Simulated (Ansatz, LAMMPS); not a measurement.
# Glassy 85GeO2-15Li2O (mol %) (78 atoms): support functions against a reference

Wanted: errors and times of a linear-scaling basis for glassy 85GeO2-15Li2O (mol %) (78 atoms). A setting counts as converged where the r.m.s. difference of forces stays under 1 % of the r.m.s. force.

Main program and level: Ansatz 0.2.0; Kohn-Sham DFT, PBE, PAW (set soft_2), plane waves.

**1. The starting structure**

The cell holds 78 atoms: 22 Ge, 8 Li and 48 O. Cell: a = 10.395 Å, b = 10.395 Å, c = 10.395 Å, α = 90.0°, β = 90.0°, γ = 90.0°. 78 atoms (22 Ge, 8 Li, 48 O) placed at random at 3.6 g/cm³, melted at 4000 K for 10 ps at fixed volume with the Morse and Coulomb pair potential with partial charges (Pedone, Malavasi, Menziani, Cormack and Segre, J. Phys. Chem. B 110, 11780 (2006)). Quenched from 4000 K to 300 K at 30 K/ps and fixed volume, held 10 ps at zero pressure.

Limits known from the start: The quench rate of 30 K/ps far exceeds what a furnace or splat quench reaches, so expect more defects and frozen-in strain than in a real sample. The network of bonds at the start is that of the classical potential that made the cell, and needn't be the one that DFT or experiment would give. The Brillouin zone is sampled at Γ only, in a cell whose shortest periodic width is 10 Å.

**2. The classical run that made the cell**

A classical potential supplies the starting structure, since it reaches far longer times than DFT.

This step: classical MD, Morse and Coulomb pair potential with partial charges (Pedone, Malavasi, Menziani, Cormack and Segre, J. Phys. Chem. B 110, 11780 (2006)) (LAMMPS 22 Jul 2025 - Update 4).

The input, in.lmp:

```
# melt-quench of Ge22Li8O48
units metal
atom_style charge
boundary p p p
region box block 0 10.3772 0 10.3772 0 10.3772
create_box 3 box
mass 1 72.6300   # Ge
mass 2 6.9400   # Li
mass 3 15.9990   # O
create_atoms 1 random 22 619084 NULL overlap 1.5 maxtry 2000
create_atoms 2 random 8 619091 NULL overlap 1.5 maxtry 2000
create_atoms 3 random 48 619098 NULL overlap 1.5 maxtry 2000
pair_style hybrid/overlay pedone 5.5 coul/long 8.0
pair_coeff * * coul/long
pair_coeff 1 3 pedone 0.158118 2.294230 2.261313 5   # Ge-O
pair_coeff 2 3 pedone 0.001114 3.429506 2.681360 1   # Li-O
pair_coeff 3 3 pedone 0.042395 1.379316 3.618701 22   # O-O
set type 1 charge 2.4
set type 2 charge 0.6
set type 3 charge -1.2
kspace_style pppm 1.0e-4
neigh_modify delay 0 every 1 check yes
thermo_style custom step time temp pe press density
thermo_modify norm yes
timestep 0.002
thermo 100
min_style cg
minimize 1e-4 1e-4 200 2000
reset_timestep 0
velocity all create 4000 619085 mom yes dist gaussian
fix lim all nve/limit 0.05
fix lan all langevin 4000 4000 0.2 619086 zero yes
thermo 500
run 1000 post no
# [... 7 lines left out ...]
fix md all nvt temp 4000 300 0.2
run 61667 post no
unfix md
thermo 1666
fix md all npt temp 300 300 0.2 iso 0 0 2
run 5000 post no
unfix md
write_dump all custom glass.dump id type xs ys zs modify sort id
```

Launch:

```console
$ lmp -in in.lmp -log none -nocite
```

Standard output:

```text
LAMMPS (22 Jul 2025 - Update 4)
Created orthogonal box = (0 0 0) to (10.3772 10.3772 10.3772)
Created 22 atoms
Created 8 atoms
Created 48 atoms
PPPM initialization ...
  G vector (1/distance) = 0.38690341
  grid = 12 12 12
  estimated relative force accuracy = 4.6469425e-05
   Step          Time           Temp          PotEng         Press         Density
         0   0              0             -1.3377061      557977.8       3.5980139
        71   0.142          0             -14.515052     -27678.735      3.5980139
Loop time of 0.0331448 s on 1 MPI rank(s) for 71 steps with 78 atoms
Minimization stats:
  Stopping criterion = energy tolerance
  Energy initial, next-to-last, final =
     -1.33770607513462  -14.5137174923323  -14.5150521435534
  Force two-norm initial, final = 276.18174 2.2637545
  Iterations, force evaluations = 71 86
   Step          Time           Temp          PotEng         Press         Density
         0   0              4000          -14.515052      10374.702      3.5980139
       500   1              1890.47       -14.328005     -1245.9222      3.5980139
      1000   2              1989.0364     -14.350229      9586.9104      3.5980139
Loop time of 0.312572 s on 1 MPI rank(s) for 1000 steps with 78 atoms
   Step          Time           Temp          PotEng         Press         Density
      1000   2              1989.0364     -14.350229      9586.9104      3.5980139
      1666   3.332          4438.0491     -13.954232      27145.866      3.5980139
      2499   4.998          3884.4742     -14.002445      25883.371      3.5980139
      3332   6.664          3568.52       -13.982502     -13708.88       3.5980139
      4165   8.33           4088.9514     -14.037442      19218.122      3.5980139
      4998   9.996          3825.3905     -14.016414     -9588.1421      3.5980139
      5831   11.662         3422.8875     -13.945952      12205.05       3.5980139
[... 1 line left out ...]
Loop time of 1.64501 s on 1 MPI rank(s) for 5000 steps with 78 atoms
   Step          Time           Temp          PotEng         Press         Density
[... 12 lines left out ...]
Loop time of 19.5394 s on 1 MPI rank(s) for 61667 steps with 78 atoms
   Step          Time           Temp          PotEng         Press         Density
[... 1 line left out ...]
     68306   136.612        290.35652     -14.610873      8395.5428      3.6399111
     69972   139.944        277.69002     -14.61811      -2770.3107      3.6566785
     71638   143.276        296.06025     -14.6058       -10348.513      3.592654
     72667   145.334        313.1131      -14.612305     -9751.2382      3.5800451
Loop time of 2.0793 s on 1 MPI rank(s) for 5000 steps with 78 atoms
```

Elapsed: 24 s, on 1 thread of Arm Neoverse V2, shared host; peak memory 0.069 GiB.

**3. Plane-wave single point**

The first run fixes the reference, at a cutoff of 420 eV.

The input, input.yaml:

```yaml
crystal:
  lattice:
    - [10.39453, 0.0, 0.0]
    - [0.0, 10.39453, 0.0]
    - [0.0, 0.0, 10.39453]
  atoms:
    - { symbol: Ge, position: [0.93634, 0.91866, 0.20429] }
    - { symbol: Ge, position: [0.35418, 0.19466, 0.92914] }
    - { symbol: Ge, position: [0.93876, 0.38504, 0.16942] }
    - { symbol: Ge, position: [0.61932, 0.2353, 0.61099] }
    - { symbol: Ge, position: [0.45505, 0.15485, 0.36107] }
    - { symbol: Ge, position: [0.19025, 0.12889, 0.19765] }
    - { symbol: Ge, position: [0.49201, 0.83949, 0.44744] }
    - { symbol: Ge, position: [0.12899, 0.33001, 0.44777] }
    - { symbol: Ge, position: [0.541, 0.82256, 0.1231] }
    - { symbol: Ge, position: [0.63599, 0.02676, 0.88194] }
    - { symbol: Ge, position: [0.37734, 0.47056, 0.33762] }
    - { symbol: Ge, position: [0.27922, 0.66817, 0.09864] }
    - { symbol: Ge, position: [0.19324, 0.80088, 0.56956] }
    - { symbol: Ge, position: [0.04514, 0.66722, 0.30911] }
    - { symbol: Ge, position: [0.7673, 0.1633, 0.33972] }
    - { symbol: Ge, position: [0.90698, 0.44717, 0.66772] }
    - { symbol: Ge, position: [0.85929, 0.81068, 0.90765] }
    - { symbol: Ge, position: [0.10899, 0.64618, 0.82366] }
    - { symbol: Ge, position: [0.70273, 0.56165, 0.02902] }
    - { symbol: Ge, position: [0.50179, 0.45174, 0.81768] }
    - { symbol: Ge, position: [0.15598, 0.1037, 0.6897] }
    - { symbol: Ge, position: [0.90931, 0.21308, 0.89334] }
    - { symbol: Li, position: [0.66046, 0.15125, 0.09299] }
    - { symbol: Li, position: [0.36973, 0.60879, 0.60011] }
    - { symbol: Li, position: [0.78427, 0.70321, 0.51059] }
    - { symbol: Li, position: [0.59515, 0.73443, 0.72062] }
    - { symbol: Li, position: [0.42116, 0.75555, 0.84024] }
    - { symbol: Li, position: [0.65426, 0.92289, 0.65603] }
    - { symbol: Li, position: [0.61569, 0.53652, 0.57795] }
    - { symbol: Li, position: [0.43925, 0.03793, 0.67629] }
    - { symbol: O, position: [0.49407, 0.82963, 0.28262] }
    - { symbol: O, position: [0.48846, 0.23156, 0.51443] }
    - { symbol: O, position: [0.14828, 0.9545, 0.62235] }
    - { symbol: O, position: [0.77612, 0.13567, 0.94627] }
    - { symbol: O, position: [0.23584, 0.44754, 0.4304] }
    - { symbol: O, position: [0.39669, 0.76948, 0.04017] }
    - { symbol: O, position: [0.09859, 0.72826, 0.45072] }
    - { symbol: O, position: [0.5047, 0.1315, 0.95757] }
    - { symbol: O, position: [0.46766, 0.59971, 0.75146] }
    - { symbol: O, position: [0.48404, 4.0e-05, 0.46225] }
    - { symbol: O, position: [0.83166, 0.48553, 0.09563] }
    - { symbol: O, position: [0.59788, 0.46444, 0.9482] }
    - { symbol: O, position: [0.84751, 0.28613, 0.26727] }
    - { symbol: O, position: [0.85164, 0.31938, 0.77216] }
    - { symbol: O, position: [0.01089, 0.77428, 0.84989] }
    - { symbol: O, position: [0.6288, 0.67395, 0.11826] }
    - { symbol: O, position: [0.34021, 0.55, 0.19196] }
    - { symbol: O, position: [0.34626, 0.79158, 0.51378] }
    - { symbol: O, position: [0.00543, 0.38816, 0.54371] }
    - { symbol: O, position: [0.6181, 0.11335, 0.72681] }
    - { symbol: O, position: [0.2024, 0.6198, 0.95597] }
    - { symbol: O, position: [0.2894, 0.12039, 0.78714] }
    - { symbol: O, position: [0.90116, 0.88304, 0.05188] }
    - { symbol: O, position: [0.77072, 0.90964, 0.81281] }
    - { symbol: O, position: [0.73877, 0.21218, 0.49784] }
    - { symbol: O, position: [0.77568, 0.6703, 0.92092] }
    - { symbol: O, position: [0.02155, 0.50739, 0.25823] }
    - { symbol: O, position: [0.1105, 0.25868, 0.29007] }
    - { symbol: O, position: [0.62259, 0.79292, 0.53502] }
    - { symbol: O, position: [0.91333, 0.77044, 0.27584] }
    - { symbol: O, position: [0.80148, 0.55448, 0.61418] }
    - { symbol: O, position: [0.24836, 0.18123, 0.05803] }
    - { symbol: O, position: [0.42329, 0.3158, 0.296] }
    - { symbol: O, position: [0.485, 0.54277, 0.4413] }
    - { symbol: O, position: [0.58369, 0.37599, 0.69563] }
    - { symbol: O, position: [0.03551, 0.14911, 0.79836] }
    - { symbol: O, position: [0.01145, 0.52179, 0.77477] }
    - { symbol: O, position: [0.51549, 0.90883, 0.79938] }
    - { symbol: O, position: [0.31328, 0.09589, 0.30304] }
    - { symbol: O, position: [0.14613, 0.72257, 0.18441] }
    - { symbol: O, position: [0.62534, 0.93218, 0.0336] }
    - { symbol: O, position: [0.19914, 0.6935, 0.69655] }
    - { symbol: O, position: [0.6131, 0.14527, 0.27961] }
    - { symbol: O, position: [0.08778, 0.99936, 0.20232] }
    - { symbol: O, position: [0.84821, 0.02454, 0.30662] }
    - { symbol: O, position: [0.97207, 0.28798, 0.02925] }
    - { symbol: O, position: [0.16917, 0.20498, 0.56075] }
    - { symbol: O, position: [0.38273, 0.34848, 0.87606] }
kpoints:
  mp_grid: { grid: [1, 1, 1] }
hamiltonian:
  xc: pbe
scf:
  occupations: { method: gaussian, width: 0.05 }
output:
  forces: true
  stress: true
  populations: true
  dos:
    method: { smearing: { sigma: 0.1 } }
    de: 0.1
    projected: { site_lists: { Ge: [Ge], Li: [Li], O: [O] } }
  eigenvalues: true
  write_density: true
  write_potential: true
  volumetric_format: npy
```

Launch:

```console
$ ansatz run input.yaml --threads 4 --pin off --max-ram 8192MiB --backend cpu --events-out ev --progress --plain --runs-dir out
```

Standard output:

```text
Engine: ansatz 0.2.0, aarch64-unknown-linux-gnu
Pseudopotentials: kind: paw
Pseudopotential: Ge, paw, valence charge 14, recommended cutoff 420 eV (normal), Ge.paw.azcp
Pseudopotential: Li, paw, valence charge 3, recommended cutoff 420 eV (normal), Li.paw.azcp
Pseudopotential: O, paw, valence charge 6, recommended cutoff 420 eV (normal), O.paw.azcp
[... 5 lines on functional and potentials left out ...]
Crystal: 78 atoms, lattice volume = 1123.090 Å³
Basis set: ecut = 420 eV, 21975 PW (Γ), exchange–correlation on 144×144×144 points (8 copies of the dense FFT grid, shifted against one another)
Bands: 388, of which v1, the nominal top of the filled ones, is band 310 counted from 1 (309 counted from 0)
Symmetry: 1 space group operations
Space group: P1 (ITA 1), of the structure as read, at distance tolerance 1.0e-4 Å
k-points: 1
[... 7 lines on functional and potentials left out ...]
Initial density: superposition of atomic densities (neutral atoms: chi_scale 0, normalization atom), corrected by the library's trained network
Initial wavefunctions: pseudopotential atomic-orbital guess
Functional: x = pbe(κ = 0.804, μ = 0.219515), c = pbe(β = 0.066725)
SCF iter   1: F=—  HF=-123362.049358 eV  |F-HF|=—  |Δ(HF+E_count)|=         —  Δρ=2.74e-3  dr2=1.03e-1  ethr=1.77e-3  ⟨swp⟩=6.0  Hψ=1523  notcnv=0  defer=46
preconditioner: auto → Resta (q_TF=auto, 2.471 Å⁻¹)  ε∞=2.7  [insulator: Δε(μ)=1.642 eV  Ē_g=20.768 eV  σ=0.050 eV  W_gap=1.00  n_scr=256 (ndim 8)  ℏωp=27.2 eV  f_vac=0.245  D(μ)=0.00/eV (n_scr^D=0)  ε∞_Penn≈2.7]
SCF iter   2: F=—  HF=-123362.038005 eV  |F-HF|=—  |Δ(HF+E_count)|=   1.14e-2  Δρ=1.43e-3  dr2=1.99e-2  ethr=1.66e-5  ⟨swp⟩=2.0  Hψ=557  notcnv=0  defer=67
SCF iter   3: F=—  HF=-123362.038320 eV  |F-HF|=—  |Δ(HF+E_count)|=   3.15e-4  Δρ=6.00e-4  dr2=5.02e-3  ethr=3.21e-6  ⟨swp⟩=2.0  Hψ=474  notcnv=0  defer=67
SCF iter   4: F=—  HF=-123362.038023 eV  |F-HF|=—  |Δ(HF+E_count)|=   2.97e-4  Δρ=1.84e-4  dr2=4.15e-4  ethr=8.09e-7  ⟨swp⟩=2.0  Hψ=474  notcnv=0  defer=67
SCF iter   5: F=—  HF=-123362.038077 eV  |F-HF|=—  |Δ(HF+E_count)|=   5.41e-5  Δρ=1.26e-4  dr2=1.58e-4  ethr=6.70e-8  ⟨swp⟩=3.0  Hψ=600  notcnv=0  defer=67
SCF iter   6: F=—  HF=-123362.038053 eV  |F-HF|=—  |Δ(HF+E_count)|=   2.45e-5  Δρ=2.93e-5  dr2=1.01e-5  ethr=2.54e-8  ⟨swp⟩=2.0  Hψ=481  notcnv=0  defer=67
SCF iter   7: F=—  HF=-123362.039141 eV  |F-HF|=—  |Δ(HF+E_count)|=   1.09e-3  Δρ=1.66e-5  dr2=2.81e-6  ethr=1.62e-9  ⟨swp⟩=2.0  Hψ=624  notcnv=0  defer=67
SCF iter   8: F=—  HF=-123362.039141 eV  |F-HF|=—  |Δ(HF+E_count)|=   6.56e-7  Δρ=5.46e-6  dr2=3.27e-7  ethr=4.52e-10  ⟨swp⟩=2.0  Hψ=599  notcnv=0  defer=67
SCF iter   9: F=-123362.039141 eV  HF=-123362.039141 eV  |F-HF|=3.61e-9  |Δ(HF+E_count)|=   1.50e-7  Δρ=2.36e-6  dr2=6.19e-8  ethr=1.61e-11  ⟨swp⟩=15.0  Hψ=2836  notcnv=0
SCF 1 converged in 9 iterations: F = -123362.039141 eV  dr2 = 6.19e-8
  greatest PAW one-centre occupation: 1.000 electrons in one spin orbital (limit 2), on the Li atom at site 27 (counted from 0), in its partial waves of l = 0
SCF converged after 9 iterations
Free energy (F): -123362.039141 eV
Harris-Foulkes:  -123362.039141 eV  (|F-HF|=3.61e-9)
Internal energy: -123362.039141 eV  (E = F + TS)
E sigma→0 (E₀):  -123362.039141 eV
Fermi energy:    4.553005 eV
--- Per-component energies (eV) ---
  E_band       = -6478.580489
  E_kinetic    = 11082.346444
  E_local      = -93433.568442  (includes V_loc(G=0)·N_el)
  E_nonlocal   = 11438.370720
  E_hartree    = 39712.217216
  E_xc         = -5253.771700
  E_vxc        = -6010.531444  (∫ρ·V_xc dr)
  E_paw        = -52373.835320  (= ΣΔE_a)
  E_vpaw       = -8979.758545  (= ΣTr[D̂ρ^β])
  E_aug_tail   = 0.127573  (compensation charges beyond the density's cutoff)
  E_ewald      = -34533.925631
  E_smearing   = -0.000000  (= −TS)
  E_closure    = 0.000000  (closes the sum)
  Σ components = -123362.039141   (vs F -123362.039141, Δ=0.00e0)
--- Forces (eV/Å), atoms counted from 1 ---
  atom   1  Ge     0.93468287     2.05683525     0.92053250
  atom   2  Ge     0.46380067    -0.73531378    -0.78457847
  atom   3  Ge     0.25849898    -0.99561174    -0.24548768
  atom   4  Ge     0.08755793    -0.61392021     1.03355380
  atom   5  Ge     2.21857988     1.30722536     1.65796415
  atom   6  Ge    -1.07619103     0.80203518     3.04125911
  atom   7  Ge     0.61235273    -0.16004894    -1.07073040
  atom   8  Ge    -1.50132861    -2.81896028     0.96676329
  atom   9  Ge     0.28377570    -1.89901546    -0.39716038
  atom  10  Ge    -1.53061378    -1.55243334    -1.37502934
  atom  11  Ge     1.71990356    -0.85844462     0.40517004
  atom  12  Ge    -1.53643907    -0.18389478     0.30773100
  atom  13  Ge    -1.36214111     1.28040199    -0.19356542
  atom  14  Ge     0.26808100    -0.27846277    -2.95542653
[...]
atom  77  O      0.77387573     0.26985287    -1.19765295
  atom  78  O     -1.14750416     1.56127466    -0.26819498
  max |Σ_I F_I| component: 1.35e-4 eV/Å
--- Stress (GPa, compression-positive) ---
        6.550080      -0.583259       0.598837
       -0.583259       5.207863      -0.922699
        0.598836      -0.922698       4.003594
  P = ⅓ Tr σ = 5.2538 GPa (52.538 kbar)
--- Band table (eV) ---
  k-point 0: bands = ["-40.9617", "-40.7794", "-40.3905", "-40.2424", [... 372 levels ...], "13.1004", "13.1904", "13.2055", "13.2228", "13.3573", "13.4148", "13.4855", "13.5831", "13.6010", "13.6397", "13.7233", "13.7352"]
--- Löwdin populations: 78 sites ---
  site symbol       q [e]
     0     Ge     12.3655
     1     Ge     12.3585
     2     Ge     12.3802
[...]
77      O      6.7640
  spilling = 0.005495 (of n_electrons = 620.000000)
```

Elapsed: 16 s, on 4 threads of Arm Neoverse V2, shared host; peak memory 1.5 GiB; 57 s of CPU time.

Reading the cycles: dr2 is the Hartree energy of the density residual (eV), the measure of convergence; HF is the Harris–Foulkes estimate of the energy, which meets the free energy F at convergence.

The run gave:

- free energy: -123362.0391 eV
- free energy per atom: -1581.5646 eV/atom
- SCF cycles: 9
- pressure: 5.254 GPa
- r.m.s. force component: 1.105 eV/Å
- longest force: 3.337 eV/Å
- Fermi energy: 4.553 eV
- gap (highest filled to lowest empty level): 1.46 eV
- spilling of the projection: 0.005495

The r.m.s. force component of 1.1 eV/Å and the pressure of 5.3 GPa set the scale for the differences below.

**4. Support functions low**

The cell is solved in localised support functions.

This step: Kohn-Sham DFT, PBE, PAW (set soft_2), localised support functions (low) (Ansatz 0.2.0).

input.yaml, the sections that differ from step 3:

```yaml
scf:
  occupations: { method: gaussian, width: 0.05 }
  eigensolver: { kind: { support_functions: { accuracy: low } } }
  max_iter: 150
output:
  forces: true
  eigenvalues: true
# crystal, kpoints, hamiltonian: as in step 3
```

Standard output:

```text
Warning: scf.eigensolver.kind.support_functions: disabling space-group detection — the functions' gradient is summed over unrotated k-points, so no spatial operation reduces the k-mesh or symmetrises the density; time reversal is kept, so that k and −k are solved as one point where they differ and the mesh holds both, and exact exchange and, on two spinor components, a DFT+U term hold to it where the run has them: [...]
settings of this run that can trade accuracy for cost: scf.eigensolver.kind.support_functions; scf.eigensolver.kind.support_functions.accuracy: low [...]
[...]
Crystal: 78 atoms, lattice volume = 1123.090 Å³
Basis set: ecut = 420 eV, 21975 PW (Γ), exchange–correlation on 150×150×150 points (8 copies of the dense FFT grid, shifted against one another)
Bands: 372, of which v1, the nominal top of the filled ones, is band 310 counted from 1 (309 counted from 0)
Symmetry: 1 space group operations
k-points: 1
[...]
SCF iter   1: F=—  HF=-123353.708898 eV  |F-HF|=—  |Δ(HF+E_count)|=         —  Δρ=1.08e-1  dr2=9.22e1  ethr=1.00e-1
[...]
SCF iter  12: F=—  HF=-123362.589127 eV  |F-HF|=—  |Δ(HF+E_count)|=   1.13e-3  Δρ=2.93e-5  dr2=1.48e-5  ethr=1.69e-8  κ⁻¹=3.1e-5(r=7)
SCF iter  13: F=-123362.590116 eV  HF=-123362.590115 eV  |F-HF|=6.95e-7  |Δ(HF+E_count)|=   9.88e-4  Δρ=1.41e-5  dr2=3.40e-6  ethr=2.39e-9
SCF 1 converged in 13 iterations: F = -123362.602295 eV  dr2 = 3.40e-6
[...]
SCF converged after 13 iterations
Stability not checked: this state was not tested for a lower state beside it, because the mixer in use, unlike msr1, does not test its closes by its own steps (another_mixer; see scf.mixing.algorithm and scf.lower_state_search)
Free energy (F): -123362.602295 eV
[...]
Internal energy: -123362.602295 eV  (E = F + TS)
E sigma→0 (E₀):  -123362.602295 eV
Fermi energy:    4.552755 eV
[...]
Σ components = -123362.602295   (vs F -123362.602295, Δ=0.00e0)
--- Forces (eV/Å), atoms counted from 1 ---
  atom   1  Ge     0.93548798     2.05633958     0.92508169
  atom   2  Ge     0.46509350    -0.73451713    -0.78624819
  atom   3  Ge     0.24808568    -0.99382144    -0.24637282
  atom   4  Ge     0.08444720    -0.61489218     1.03323476
[...]
atom  78  O     -1.13884675     1.55573956    -0.26831707
  max |Σ_I F_I| component: 1.06e-3 eV/Å
--- Band table (eV) ---
[...]
```

Wall time 93 s (4 threads); peak memory 3.7 GiB.

The program notes that the band table was not solved further than the SCF left it and it switched symmetry off.

Keys that differ from the reference: support_functions.accuracy = "low" and scf.max_iter = 150.

Forces differ from the reference by 4.4 meV/Å r.m.s., 0.40 % of their size, within a tolerance of 1 %; the energy by -7.2 meV/atom. It took roughly 6.0 times the reference's time (one timing each, with unlike analyses asked), in 13 cycles against 9.

(Continued in part 2 of 3.)

[Long decimals in the printed logs are rounded to 6 places.]

[Logs are printed without paths, hosts, clocks, repeated set-up lines and the standing remarks that a program may print on its own settings, such as how far it seeks lower states.]

[Hosts, paths, dates, database ids (printed as entryN), source tags and the programs' standing remarks are cut or masked in the printed files.]
